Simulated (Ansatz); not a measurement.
**How PbF2 (Fluorocronite) absorbs and reflects light**

What colour and refractive index does PbF2 (Fluorocronite) have at this level of theory? The cell comes from an older database entry, whose edges can differ from later determinations, mostly by under a per cent.

Main program and level: Ansatz 0.2.0; DFT, PBE, plane-wave PAW, default files, scalar-relativistic, independent-particle optical response without local fields.

This is a report of a sequence of runs, with most program output left out.

The database entry behind the starting cell differs from later determinations by our own check (0.1 to 0.3 % short, probably kX units), so it need not match the best structure at ambient conditions.

## Step 1: The structure

The structure is cubic, space group Fm-3m (No. 225). Conventional cell: a = 5.927 Å, b = 5.927 Å, c = 5.927 Å, α = 90.00°, β = 90.00°, γ = 90.00°. Pb has 8 F at 2.57 Å nearest. F has 4 Pb at 2.57 Å nearest. Farther neighbours and most contacts between anions are not listed.

## Step 2: Ground state and bands

First the ground state: is it a metal or has it a gap?

This step: DFT, PBE, plane-wave PAW, default files, scalar-relativistic, ground state (Ansatz 0.2.0).

The input, input.yaml:

```yaml
crystal:
  lattice:
    - [0.0, 2.96366, 2.96366]
    - [2.96366, 0.0, 2.96366]
    - [2.96366, 2.96366, 0.0]
  atoms:
    - { symbol: Pb, position: [0.0, 0.0, 0.0] }
    - { symbol: F, position: [0.75, 0.75, 0.75] }
    - { symbol: F, position: [0.25, 0.25, 0.25] }
kpoints:
  mp_grid: { grid: [7, 7, 7] }
  band_path:
    path:
      - [[0.0, 0.0, 0.0], [0.5, 0.0, 0.5], [0.5, 0.25, 0.75], [0.375, 0.375, 0.75], [0.0, 0.0, 0.0], [0.5, 0.5, 0.5], [0.625, 0.25, 0.625], [0.5, 0.25, 0.75], [0.5, 0.5, 0.5], [0.375, 0.375, 0.75]]
      - [[0.625, 0.25, 0.625], [0.5, 0.0, 0.5]]
    npoints: 6
scf:
  occupations: { method: fermi_dirac, width: 0.05 }
  n_extra_bands: 7
hamiltonian:
  xc: pbe
  pseudopotentials: { kind: paw }
output:
  forces: true
  stress: true
  populations: true
  write_bands: true
  write_density: true
  write_potential: true
  elf: true
  volumetric_format: npy
```

Launch:

```bash
$ ansatz run input.yaml --threads 4 --pin off --max-ram 8192MiB --backend cpu --events-out ev --progress --plain --runs-dir out
```

It took 1.1 s on 4 threads of Intel Xeon Platinum 8259CL at 2.50GHz (Skylake/Cascade Lake), shared host; peak memory 0.55 GiB.

Numbers from this step:

- free energy: -13524.6957 eV
- Fermi energy: 7.313 eV
- gap by band count: 4.463 eV
- electrons: 28
- symmetry operations: 48
- pressure: 2.684 GPa
- gap on the k-mesh: 4.463 eV
- volume: 52.06 Å³
- gap on the path: 4.419 eV
- least direct gap on the path: 4.565 eV

There is a gap, 4.42 eV on the path, so no carriers' term is needed. The cell is left with a pressure of 2.7 GPa, as it stands unrelaxed at this level.

The electronic bands at the labelled points (eV, zero at the Fermi level; v1 is the highest filled band, c1 the lowest empty one):

| point | v4 | v3 | v2 | v1 | c1 | c2 | c3 | c4 |
| --- | --- | --- | --- | --- | --- | --- | --- | --- |
| Γ | -4.76 | -4.27 | -4.27 | -4.27 | 4.49 | 4.49 | 4.49 | 8.36 |
| halfway | -4.33 | -4.02 | -4.02 | -3.25 | 2.79 | 5.11 | 5.11 | 8.94 |
| X | -3.85 | -3.85 | -3.85 | -2.43 | 2.14 | 5.62 | 5.62 | 6.68 |
| halfway | -4.22 | -3.89 | -3.81 | -2.35 | 2.63 | 5.01 | 5.36 | 7.27 |
| W | -4.97 | -3.91 | -3.79 | -2.28 | 3.78 | 3.78 | 5.21 | 7.88 |
| halfway | -4.59 | -3.93 | -3.83 | -2.30 | 3.24 | 4.27 | 5.37 | 7.74 |
| K | -4.36 | -4.00 | -3.86 | -2.31 | 3.04 | 4.39 | 5.60 | 7.56 |
| halfway | -4.75 | -4.51 | -4.02 | -2.92 | 3.14 | 4.79 | 5.09 | 10.24 |
| Γ | -4.76 | -4.27 | -4.27 | -4.27 | 4.49 | 4.49 | 4.49 | 8.36 |
| halfway | -4.87 | -4.35 | -4.35 | -3.14 | 3.23 | 4.93 | 4.93 | 10.59 |
| L | -4.97 | -4.44 | -4.44 | -2.32 | 2.74 | 5.39 | 5.39 | 10.94 |
| halfway | -4.79 | -4.22 | -4.09 | -2.32 | 3.06 | 4.64 | 5.48 | 8.87 |
| U | -4.36 | -4.00 | -3.86 | -2.31 | 3.04 | 4.39 | 5.60 | 7.56 |
| halfway | -4.59 | -3.93 | -3.83 | -2.30 | 3.24 | 4.27 | 5.37 | 7.74 |
| W | -4.97 | -3.91 | -3.79 | -2.28 | 3.78 | 3.78 | 5.21 | 7.88 |
| halfway | -4.98 | -4.08 | -4.07 | -2.32 | 3.17 | 4.48 | 5.45 | 8.66 |
| L | -4.97 | -4.44 | -4.44 | -2.32 | 2.74 | 5.39 | 5.39 | 10.94 |
| halfway | -4.79 | -4.22 | -4.09 | -2.32 | 3.06 | 4.64 | 5.48 | 8.87 |
| K | -4.36 | -4.00 | -3.86 | -2.31 | 3.04 | 4.39 | 5.60 | 7.56 |
| jump to U | -4.36 | -4.00 | -3.86 | -2.31 | 3.04 | 4.39 | 5.60 | 7.56 |
| halfway | -4.01 | -3.89 | -3.85 | -2.39 | 2.39 | 5.17 | 5.62 | 6.98 |
| X | -3.85 | -3.85 | -3.85 | -2.43 | 2.14 | 5.62 | 5.62 | 6.68 |

Valence density in the ac plane of a cell with a along [110], b along [-110] and c along [001] of the cube at fractional y = 0.000, with atoms of Pb and F within 0.2 Å of it. It is the smooth field of the valence electrons, not physical close to the nuclei.

Values in units of 1e0 e/Å³, 9 rows by 16 columns, each cell a mean:
```
5.0 1.6 0.3 0.2 0.2 0.2 0.9 4.0 5.0 1.6 0.3 0.2 0.2 0.2 0.9 4.0
0.6 0.3 0.5 3.5 4.9 0.9 0.2 0.5 0.6 0.3 0.5 3.5 4.9 0.9 0.2 0.5
0.0 0.1 0.5 5.1 7.3 1.2 0.1 0.0 0.0 0.1 0.5 5.1 7.3 1.2 0.1 0.0
0.0 0.0 0.1 0.4 0.5 0.2 0.0 0.0 0.0 0.0 0.1 0.4 0.5 0.2 0.0 0.0
0.0 0.0 0.0 0.1 0.1 0.0 0.0 0.0 0.0 0.0 0.0 0.1 0.1 0.0 0.0 0.0
0.0 0.0 0.2 0.9 1.2 0.3 0.0 0.0 0.0 0.0 0.2 0.9 1.2 0.3 0.0 0.0
0.1 0.1 0.6 6.2 8.9 1.4 0.1 0.1 0.1 0.1 0.6 6.2 8.9 1.4 0.1 0.1
1.1 0.5 0.4 1.9 2.7 0.6 0.3 0.9 1.1 0.5 0.4 1.9 2.7 0.6 0.3 0.9
6.6 2.0 0.3 0.1 0.1 0.2 1.1 5.2 6.6 2.0 0.3 0.1 0.1 0.2 1.1 5.2
```

ELF in the ac plane of a cell with a along [110], b along [-110] and c along [001] of the cube at fractional y = 0.000, with atoms of Pb and F within 0.2 Å of it. It is the smooth field of the valence electrons, not physical close to the nuclei.

Ten even steps from '0' (0.00) to '9' (0.78), each cell a mean:
```
02521111342014411111441
35414774244345226762344
54238998324553269996235
31169889512321389798312
00169899610000489898300
00148998410000269996200
00013543100000124542000
00000000000000000000000
00001111000000001110000
00025775300000146764100
00159999510000389997300
10169889610110399798301
43159999413432279897223
55326996235554248984245
23422442244224323531352
02531001351003410002430
```

## Step 3: Spectrum

The spectrum is a sum over vertical transitions between filled and empty bands at the fixed density, so many empty bands are needed.

This step: DFT, PBE, plane-wave PAW, default files, scalar-relativistic, independent-particle optical response without local fields (Ansatz 0.2.0).

input.yaml, the sections that differ from step 2:

```yaml
kpoints:
  mp_grid: { grid: [7, 7, 7] }
scf:
  occupations: { method: fixed }
output:
  optics:
    e_range: [0, 20]
    de: 0.05
    sigma: 0.1
    nscf_kmesh: { grid: [8, 8, 8] }
    bands: { spectra_wanted_up_to: 20 }
# crystal, hamiltonian: as in step 2
```

The job ended after 6 s (4 threads; peak memory 0.84 GiB; 21 s of CPU time).

This step gave:

- electronic dielectric constant ε∞, mean over x, y and z (by symmetry where fewer were run): 3.723
- absorption onset, first axis (α over 10⁴ cm⁻¹, or the direct gap if that lies higher): 4.565 eV
- main peak of Im epsilon, first axis: 7.835 eV
- least direct gap on the mesh: 4.565 eV
- bands summed: 39
- spectra valid up to: 32.48 eV
- program's estimate of the k-sum error in Im epsilon: 0.11 %
- electrons in the f-sum: 18.40

The Im ε, any direction has structure finer than the step of the table below, so its rows give means over 0.5 eV, whole bins alone (the curve runs from 0 to 20 eV). Peaks (eV: height): 5.40: 7.42, 7.15: 6.57, 7.85: 8.07, 9.45: 5.26, 10.95: 2.76, 13.10: 1.79, 19.60: 1.71.

The Im ε, any direction by photon energy; means over each step:

```csv
photon energy (eV),"Im ε, any direction"
4.0,0
4.5,0.249
5.0,2.33
5.5,6.26
6.0,2.49
6.5,3.51
7.0,5.22
7.5,4.21
8.0,6.11
8.5,2.49
9.0,1.85
9.5,4.32
10.0,1.83
10.5,1.48
11.0,2.21
11.5,1.16
12.0,0.746
12.5,0.813
13.0,1.60
13.5,1.19
14.0,1.04
14.5,0.435
15.0,0.301
15.5,0.250
16.0,0.707
16.5,1.23
17.0,1.52
17.5,1.47
18.0,1.26
18.5,1.19
19.0,1.31
19.5,1.56
```

Re ε, any direction against photon energy:

```csv
photon energy (eV),"Re ε, any direction"
0,3.72
1,3.77
2,3.93
3,4.26
4,5.06
5,8.03
6,3.25
7,4.65
8,-0.580
9,1.46
10,-0.0683
11,0.256
12,0.457
13,1.10
14,0.302
15,0.965
16,1.77
17,1.47
18,0.950
19,0.955
20,0.116
```

The loss function −Im 1/ε at q → 0, any direction has structure finer than the step of the table below, so its rows give means over 0.5 eV, whole bins alone (the curve runs from 0 to 20 eV). Peaks (eV: height): 5.85: 0.254, 8.70: 0.618, 10.55: 0.763, 11.75: 1.06, 14.30: 1.31.

Loss function −Im 1/ε at q → 0, any direction against energy loss; means over each step:

energy loss (eV), loss function −Im 1/ε at q → 0, any direction and a bar:
```
      4.0       0.00 
      4.5       0.01 
      5.0       0.03 #
      5.5       0.12 ####
      6.0       0.16 #####
      6.5       0.11 ####
      7.0       0.12 ####
      7.5       0.17 ######
      8.0       0.16 #####
      8.5       0.41 #############
      9.0       0.34 ###########
      9.5       0.20 ######
     10.0       0.51 #################
     10.5       0.62 ####################
     11.0       0.41 #############
     11.5       0.87 ############################
     12.0       0.93 ##############################
     12.5       0.41 #############
     13.0       0.44 ##############
     13.5       0.71 #######################
     14.0       0.87 ############################
     14.5       0.87 ############################
     15.0       0.30 ##########
     15.5       0.12 ####
     16.0       0.18 ######
     16.5       0.25 ########
     17.0       0.35 ###########
     17.5       0.45 ##############
     18.0       0.50 ################
     18.5       0.50 ################
     19.0       0.48 ################
     19.5       0.51 #################
```

The reflectivity at normal incidence, any direction has structure finer than the step of the table below, so its rows give means over 1 eV, whole bins alone (the curve runs from 0 to 20 eV). Peaks (eV: height): 5.4: 30.7, 7.2: 29.2, 7.9: 36.7, 9.8: 40.0, 11.3: 24.6, 14.1: 12.5, 19.9: 15.7.

Table of reflectivity at normal incidence, any direction by photon energy; means over each step:

```
photon energy (eV)  reflectivity at normal incidence, any direction (%)
                 1                                                 10.3
                 2                                                 10.9
                 3                                                 12.1
                 4                                                 15.1
                 5                                                 24.5
                 6                                                 18.8
                 7                                                 23.1
                 8                                                 31.5
                 9                                                 16.4
                10                                                 25.6
                11                                                 17.4
                12                                                 7.87
                13                                                 8.52
                14                                                 8.70
                15                                                0.981
                16                                                 3.60
                17                                                 7.47
                18                                                 7.09
                19                                                 7.10
```

Refractive index n and extinction k against photon energy:

```
photon energy (eV)      n      k
                 0   1.93      0
                 1   1.94      0
                 2   1.98      0
                 3   2.06      0
                 4   2.25      0
                 5   2.85  0.320
                 6   1.87  0.488
                 7   2.41   1.07
                 8   1.61   1.78
                 9   1.37  0.650
                10  0.870  0.909
                11   1.23   1.12
                12  0.816  0.458
                13   1.25  0.687
                14  0.875  0.681
                15  0.994  0.152
                16   1.36  0.279
                17   1.34  0.568
                18   1.12  0.557
                19   1.14  0.590
                20  0.740  0.657
```

At chosen wavelengths:

```
wavelength (nm)     n      k  R (%)        1/α
           1550  1.94  0.000   10.2  over 1 mm
           1064  1.95  0.000   10.3  over 1 mm
            532  2.00  0.000   11.2  over 1 mm
            405  2.07  0.000   12.2  over 1 mm
            308  2.26  0.000   14.9  over 1 mm
            248  2.85  0.320   23.6      62 nm
            193  2.24  0.755   19.1      20 nm
```

A film 1 µm thick would pass 80 % of daylight and look colourless in transmission (x = 0.314, y = 0.331).

The f-sum over the summed bands holds 18.4 of the cell's 28 electrons outside the frozen cores, 14 of which lie in bands more than 12 eV below the Fermi level, whose transitions come at higher energies. Up to 20 eV the strength has a mean oscillator energy of 9.3 eV, and these transitions give 86 % of ε∞ − 1 along x; the rest comes from higher ones.

## Step 4: Static response with local fields

Perturbation theory gives the static response with local fields and the functional's kernel, and it needs no empty bands.

This step: DFT, PBE, plane-wave PAW, default files, scalar-relativistic, static field response by perturbation theory with local fields (Ansatz 0.2.0).

input.yaml, the sections that differ from step 3:

```yaml
dielectric: {}
# crystal, kpoints, scf, hamiltonian: as in step 3
# output: removed
```

Run time: 3.8 s. Hardware: 4 threads; peak memory 0.64 GiB; 13 s of CPU time.

Numbers from this step:

- electronic dielectric constant ε∞, mean over x, y and z (by symmetry where fewer were run): 3.329

ε∞ with local fields:

```
3.33 0.00 0.00
0.00 3.33 0.00
0.00 0.00 3.33
```

Diagonal elements. Born, by row:

| atom | Z*xx (e) | Z*yy (e) | Z*zz (e) |
| --- | --- | --- | --- |
| Pb1 | 3.198 | 3.198 | 3.198 |
| F2 | -1.599 | -1.599 | -1.599 |
| F3 | -1.599 | -1.599 | -1.599 |

Mean Born charges are Pb +3.20 and F -1.60, against formal valences of +2 and -1. That of Pb exceeds its valence by 60 %, the mark of charge moving along hybridised bonds as the atoms shift.

## Step 5: What came out

```yaml
gap_on_the_path: 4.42 eV
least_direct_gap_on_the_path: 4.57 eV
electronic_dielectric_constant_eps_infinity_mean_over_x_y_and_z_by_symmetry_where_fewer_were_run_independent_particles: 3.72
absorption_onset_first_axis_alpha_over_1e4_cm_minus1_or_the_direct_gap_if_that_lies_higher: 4.57 eV
main_peak_of_im_epsilon_first_axis: 7.84 eV
electronic_dielectric_constant_eps_infinity_mean_over_x_y_and_z_by_symmetry_where_fewer_were_run_static_response_with_local_fields: 3.33
```

In words: At this level (PBE, independent particles) PbF2 has ε∞ = 3.72 (3.33 with local fields) and n = 1.94 at 1550 nm; absorption sets in near 4.6 eV, and Im ε peaks at 7.8 eV. The gap is indirect (4.42 eV), so absorption without phonons can begin only at the direct gap of 4.57 eV. Lines 0.1 eV wide carry a tail of absorption under the direct gap, past the threshold already at 4.52 eV. Absorption passes 10⁴ cm⁻¹ from the direct gap on, 4.57 eV, in the ultraviolet, so the visible is passed. Distinct maxima of Im ε, read by a parabola through the highest points, lie at 5.41 eV (7.4), 7.14 eV (6.6), 7.84 eV (8.1) and 9.44 eV (5.3). The f-sum over the summed bands holds 18.4 of the cell's 28 electrons outside the frozen cores, 14 of which lie in bands more than 12 eV below the Fermi level, whose transitions come at higher energies. Up to 20 eV the strength has a mean oscillator energy of 9.3 eV, and these transitions give 86 % of ε∞ − 1 along x; the rest comes from higher ones. A film 1 µm thick would pass 80 % of daylight and look colourless in transmission (x = 0.314, y = 0.331). With local fields and the functional's kernel the static response is 3.33 against 3.72 for independent particles (-11 %). In the base spectrum excitons and phonon-assisted transitions are missing, and so are local fields; PBE gaps are as a rule too small, which pulls the onset down and ε∞ up, while the missing spin-orbit coupling works the other way with such heavy atoms. In the base run ε includes the program's bounded estimate of what the bands above those summed add. Spin-orbit coupling is left out although heavy atoms are present.

[Logs are printed without paths, hosts, clocks, repeated set-up lines and the standing remarks that a program may print on its own settings, such as how far it seeks lower states.]

[Hosts, paths, dates, database ids (printed as entryN), source tags and the programs' standing remarks are cut or masked in the printed files.]
